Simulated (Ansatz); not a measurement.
# BaLi4V2, from a guessed structure to a relaxed one, part 2 of 2

Starting from a made-up structure for BaLi4V2, the aim is the relaxed cell, its shortest contacts and, where a second run follows, its electronic structure.

Ansatz 0.2.0; DFT, PBE, plane-wave PAW, files of the set soft_1, scalar-relativistic, ferromagnetic start, cell and ions relaxed at zero pressure; PAW set soft_1 (the session's first sound run).

So far: The starting structure; Relaxing cell and atoms. The relaxed cell has a = 4.729, c = 27.133 Å (conventional setting).

In doubt: warnings of the run leave room for a lower electronic state, so energies may not be the lowest and differences between runs may mislead.

**3. Electronic structure of the relaxed cell**

With the geometry fixed, one more self-consistent run, with a narrower smearing and the mesh shown in its input, gives the bands, and its pressure, and its forces where symmetry allows any, show how far the geometry depends on these settings.

This step: DFT, PBE, plane-wave PAW, files of the set soft_1, scalar-relativistic, ferromagnetic start, bands and density of states at the relaxed cell; PAW set soft_1 (Ansatz 0.2.0).

The input, input.yaml:

```yaml
crystal:
  lattice:
    - [2.3645911459, 1.3651973346, 9.0441910043]
    - [-2.3645911459, 1.3651973346, 9.0441910043]
    - [0.0, -2.7303946692, 9.0441910043]
  atoms:
    - { symbol: Ba, position: [0.0, 0.0, 0.0] }
    - { symbol: V, position: [0.2465354789, 0.2465354789, 0.2465354789], spin: 3.1 }
    - { symbol: V, position: [0.7534645211, 0.7534645211, 0.7534645211], spin: 3.1 }
    - { symbol: Li, position: [0.8588273987, 0.8588273987, 0.8588273987] }
    - { symbol: Li, position: [0.5523814562, 0.5523814562, 0.5523814562] }
    - { symbol: Li, position: [0.1411726013, 0.1411726013, 0.1411726013] }
    - { symbol: Li, position: [0.4476185438, 0.4476185438, 0.4476185438] }
magnetization:
  spin_polarized: true
kpoints:
  mp_grid: { grid: [8, 8, 8] }
  band_path:
    path:
      - [[0.0, 0.0, 0.0], [0.5, 0.0, 0.0], [0.5, 0.18185675, -0.18185675]]
      - [[0.81814325, 0.5, 0.18185675], [0.5, 0.5, 0.5], [0.0, 0.0, 0.0], [0.34092837, 0.0, -0.34092837]]
      - [[0.65907163, 0.34092837, 0.0], [0.5, 0.5, 0.0], [0.65907163, 0.65907163, 0.18185675], [0.5, 0.5, 0.5]]
      - [[0.5, 0.0, 0.0], [0.81814325, 0.34092837, 0.34092837]]
    npoints: 8
scf:
  occupations: { method: fermi_dirac, width: 0.03 }
  n_extra_bands: 15
hamiltonian:
  xc: pbe
  pseudopotentials: { kind: paw, azcp: { folder: soft_1 } }
output:
  forces: true
  stress: true
  write_bands: true
  dos: { projected: true }
  write_density: true
  write_potential: true
  elf: true
  volumetric_format: npy
```

The run is started by

```sh
ansatz run input.yaml --threads 4 --pin off --max-ram 10240MiB --backend cpu --events-out ev --progress --plain --runs-dir out
```

Numbers of over 12 decimals in the logs are rounded to 6 here.

Output:

```text
Warning: where an SCF of this run starts from atoms to list the orders of its open shells, V (sites 1, 2, from 0) starts with 3.00 μB on its 3d shell, in the place of the 3.10 μB that the deck gives it: its open shells can hold no more by Hund's first rule. To start from spheres of the given moment, type scf.initial_density.shell_occupations: []
[...]
Crystal: 7 atoms, lattice volume = 175.175 Å³
Basis set: ecut = 420 eV, 3415 PW (Γ), FFT grids on a1−a2, a2, −a2+a3, exchange–correlation on 64×128×64 points (8 copies of the dense FFT grid, shifted against one another)
Bands: 39, of which v1, the nominal top of the filled ones, is band 24 counted from 1 (23 counted from 0)
Symmetry: 12 space group operations
[...]
k-points: 65 of 512
[...]
Starting moments: Σ|m| = 6.2 μB on 2 of 7 sites
[...]
SCF iter   1: F=—  HF=-12588.366550 eV  |F-HF|=—  |Δ(HF+E_count)|=         —  Δρ=1.21e-2 (↑1.21e-2 ↓1.08e-2)  dr2=7.47e0  dr2_m=5.60e-2  M=6.787 μB ∫|m|=6.895 μB  β_m=0.30  ethr=3.10e-3  ⟨swp⟩=7.9  Hψ=23343  notcnv=0  defer=22
[...]
SCF iter  13: F=-12588.424949 eV  HF=-12588.424949 eV  |F-HF|=7.14e-9  |Δ(HF+E_count)|=   1.18e-8  Δρ=1.65e-6 (↑1.65e-6 ↓4.54e-7)  dr2=9.86e-9  dr2_m=1.09e-9  M=9.111 μB ∫|m|=9.159 μB  ethr=1.15e-11  ⟨swp⟩=14.1  Hψ=33928  notcnv=0
SCF 1 converged in 13 iterations: F = -12588.424949 eV  dr2 = 9.86e-9
[...]
NSCF: frozen V_eff on 76 k-points
SCF converged after 13 iterations
Magnetization: 9.1106 μB (28.5553 up, 19.4447 down)
Absolute magnetization: 9.1585 μB (∫|ρ↑−ρ↓|, with the PAW one-centre terms)
[...]
Per-site moments (μB) at R_I (Å): [(0.263195, 1.487365), (3.097821, 1.167548), (3.097821, 1.167548), (0.069469, 1.165797), (0.096799, 1.165797), (0.069469, 1.165797), (0.096799, 1.165797)]
Free energy (F): -12588.424949 eV
[...]
Internal energy: -12588.397249 eV  (E = F + TS)
E sigma→0 (E₀):  -12588.411099 eV
Entropy (-TS):   -0.027701 eV (-3.957 meV/atom)
Fermi energy:    4.898050 eV
[...]
--- Forces (eV/Å), atoms counted from 1 ---
  atom   1  Ba    -0.00000000     0.00000000    -0.00000000
  atom   2  V     -0.00000000     0.00000000    -0.00205220
  atom   3  V      0.00000000    -0.00000000     0.00205220
  atom   4  Li     0.00000000     0.00000000     0.00361949
  atom   5  Li     0.00000000    -0.00000000    -0.00427252
  atom   6  Li     0.00000000     0.00000000    -0.00361949
  atom   7  Li    -0.00000000     0.00000000     0.00427252
  max |Σ_I F_I| component: 1.05e-18 eV/Å
--- Stress (GPa, compression-positive) ---
        0.042314      -0.000000      -0.000000
       -0.000000       0.042314       0.000000
       -0.000000       0.000000      -0.147357
  P = ⅓ Tr σ = -0.0209 GPa (-0.209 kbar)
--- Band table (eV; the first three rows and the last of 130) ---
  k-point 0 ↑: bands = [... 20 lower, 4.1633, 4.1633, 4.2300, 4.2300, 4.3504, 4.3504, 4.6691, 4.7590, ... 11 higher]
  k-point 1 ↑: bands = [... 20 lower, 4.1314, 4.1652, 4.1966, 4.2509, 4.3634, 4.4192, 4.6090, 4.7396, ... 11 higher]
  k-point 2 ↑: bands = [... 20 lower, 4.0747, 4.1660, 4.2207, 4.3107, 4.3760, 4.4799, 4.5846, 4.7135, ... 11 higher]
  k-point 64 ↓: bands = [... 20 lower, 5.9179, 5.9179, 6.3948, 6.3948, 6.5071, 6.5071, 7.0921, 7.0921, ... 11 higher]
```

Run time: 19 s. Hardware: 4 threads of Intel Xeon Platinum 8488C (Sapphire Rapids), shared host; peak memory 1 GiB; 71 s of CPU time.

The column dr2 measures how far the density is from self-consistency, as an energy; F and HF (Harris–Foulkes) agree once it is small.

This step gave:

- free energy: -12588.4249 eV
- energy at zero smearing: -12588.4111 eV
- smearing term TS: 0.02770 eV
- Fermi energy: 4.898 eV
- magnetization: 9.111 μB
- absolute magnetization: 9.158 μB
- site moments: 0.2632, 3.098, 3.098, 0.06947, 0.09680, 0.06947, 0.09680 μB
- pressure: -0.02091 GPa

From bands.tsv, the bands that come nearest the Fermi level along the path, at its corners, in eV from the Fermi level:

| point | band_26_up | band_27_up | band_28_up | band_29_up | band_18_dn | band_19_dn | band_20_dn | band_21_dn |
| --- | --- | --- | --- | --- | --- | --- | --- | --- |
| Γ | -0.23 | -0.14 | -0.14 | 1.75 | -1.35 | 0.45 | 1.15 | 1.15 |
| L | -0.06 | -0.04 | -0.03 | -0.01 | -0.56 | -0.17 | 0.40 | 0.69 |
| B1 | -0.23 | -0.19 | 0.19 | 0.22 | -0.93 | -0.30 | 0.16 | 0.37 |
| B | -0.23 | -0.19 | 0.19 | 0.22 | -0.93 | -0.30 | 0.16 | 0.37 |
| Z | -0.29 | -0.29 | 0.48 | 0.48 | -0.05 | 0.03 | 1.02 | 1.02 |
| Γ | -0.23 | -0.14 | -0.14 | 1.75 | -1.35 | 0.45 | 1.15 | 1.15 |
| X | -0.22 | -0.21 | 0.17 | 0.25 | -0.96 | -0.24 | 0.13 | 0.38 |
| Q | -0.22 | -0.21 | 0.17 | 0.25 | -0.96 | -0.24 | 0.13 | 0.38 |
| F | -0.05 | -0.01 | 0.00 | 0.00 | -0.91 | -0.07 | 0.18 | 0.72 |
| P1 | -0.05 | -0.04 | -0.01 | 0.00 | -0.87 | -0.16 | 0.31 | 0.72 |
| Z | -0.29 | -0.29 | 0.48 | 0.48 | -0.05 | 0.03 | 1.02 | 1.02 |
| L | -0.06 | -0.04 | -0.03 | -0.01 | -0.56 | -0.17 | 0.40 | 0.69 |
| P | -0.05 | -0.04 | -0.01 | 0.00 | -0.87 | -0.16 | 0.31 | 0.72 |

Spin density in the ac plane of the cell as run, not the conventional one, at fractional y = 0.000, with atoms of Ba within 0.2 Å of it.

Ten even steps from '0' (0.00 e/Å³) to '9' (0.16 e/Å³), each cell a mean:
```
00000000111000000000000000
00000001111110000000000000
00001001112211000000000000
00000000112332110000000000
00010000112344321000000000
00000000011346642100000000
01100000001235786310000000
11111100000124699631000000
01111110000112479963100000
01122221100011246996310000
00123332110001124677521000
00123454321000112356532100
00012466532110001234442100
00001358863211000112332210
00000137996421100011222211
00000013799642100000111111
00000001369853210000011111
00000000135764321000000000
00000000012455321100000000
00000000001233322100000000
00000000000012222110010000
00000000000001121110000000
00000000000000011110000000
00000000000000000100000000
```
Columns run along a (9.4 Å), rows up along c (9.4 Å). Atoms in or near the plane, at fractional coordinates: Ba at (0.00, 0.00).

Electrostatic potential energy in the ac plane of the cell as run, not the conventional one, at fractional y = 0.000, with atoms of Ba within 0.2 Å of it. With pseudopotentials it is smooth inside the atoms' cores, unlike the true potential.

Ten even steps from '0' (-44 eV) to '9' (7 eV), each cell a mean:
```
00048999999999999999999730
00015899999999999999999974
41002689999999999888999998
86311479999999999987799999
98754468999999999997679999
99987678999998899999767999
99999888899999889999987899
99999998999999888899998899
99999999999999987889999999
99999999999999998889999999
99999999999999999888999999
99999999999999999998999999
99999988999999999999999999
99999998889999999999999999
99999998888999999999999999
99999999888899999999999999
99888999988889999988899999
99977899999889999987788999
99987679999999999987656899
99998768999999999998532478
89999977899999999998730026
58999998899999999999851001
04899999999999999999984000
00489999999999999999997300
```
Columns run along a (9.4 Å; values clipped at the 3rd and 97th percentile), rows up along c (9.4 Å). Atoms in or near the plane, at fractional coordinates: Ba at (0.00, 0.00).

Valence density in the ac plane of the cell as run, not the conventional one, at fractional y = 0.000, with atoms of Ba within 0.2 Å of it. It is the smooth field of the valence electrons, not physical close to the nuclei.

Ten even steps from '0' (0.0 e/Å³) to '9' (1.4 e/Å³), each cell a mean:
```
44861000000000000000000278
86795100000000000000000026
69898300000000000000000001
14899620000000000001000000
00257631000000000000210000
00013431000001100000010000
00000111000001111000000000
00000000000000111100000000
00000000000000012210000000
00000000000000001111000000
00000000000000000111000000
00000000000000000001100000
00000011000000000000000000
00000011110000000000000000
00000001211000000000000000
00000000121100000000000000
00000000011110000001000000
00001000001110000012210000
00001200000010000002453100
00000110000000000001588631
10000000000000000000389984
51000000000000000000159879
86200000000000000000016955
48620000000000000000002784
```
Columns run along a (9.4 Å), rows up along c (9.4 Å). Atoms in or near the plane, at fractional coordinates: Ba at (0.00, 0.00).

**4. Results**

| Quantity | Value |
| --- | --- |
| space group, relaxed | R-3m |
| conventional cell | a = 4.729, b = 4.729, c = 27.133 Å; α = 90.0°, β = 90.0°, γ = 120.0° |
| volume per atom | 25.03 Å³ (guess 18.09) |
| total moment | 9.08 μB in the cell of 7 atoms |

BaLi4V2 relaxes to R-3m with a = 4.729, b = 4.729 and c = 27.133 Å. The guessed volume was 28 % too small. The space group R-3m was held in the relaxation, so the end point is a stationary structure within it and may be a saddle against distortions or other arrangements. The input starts from parallel moments, and no other start was typed. The electronic state may lie above the lowest one. Bands cross the Fermi level, so it is a metal or semimetal at this level. On the 8×8×8 mesh with the narrower smearing (relaxed on 7×7×7) the largest force component is 0.004 eV/Å and the largest stress component is 0.147 GPa, against the relaxation's thresholds of 0.015 eV/Å and 0.05 GPa. The cutoff wasn't tested. A vector of the cell changed its length by 14 %, more than the volume shows. Spin-orbit coupling is left out, which can matter for elements this heavy. No dispersion term is used, so weakly bound directions may come out too long. The program estimates, without running it, that another magnetic order lies lower than the one relaxed here. Nothing here tests whether the compound is stable against decomposition.

[Logs are printed without paths, hosts, clocks, repeated set-up lines and the standing remarks that a program may print on its own settings, such as how far it seeks lower states.]

[Hosts, paths, dates, database ids (printed as entryN), source tags and the programs' standing remarks are cut or masked in the printed files.]
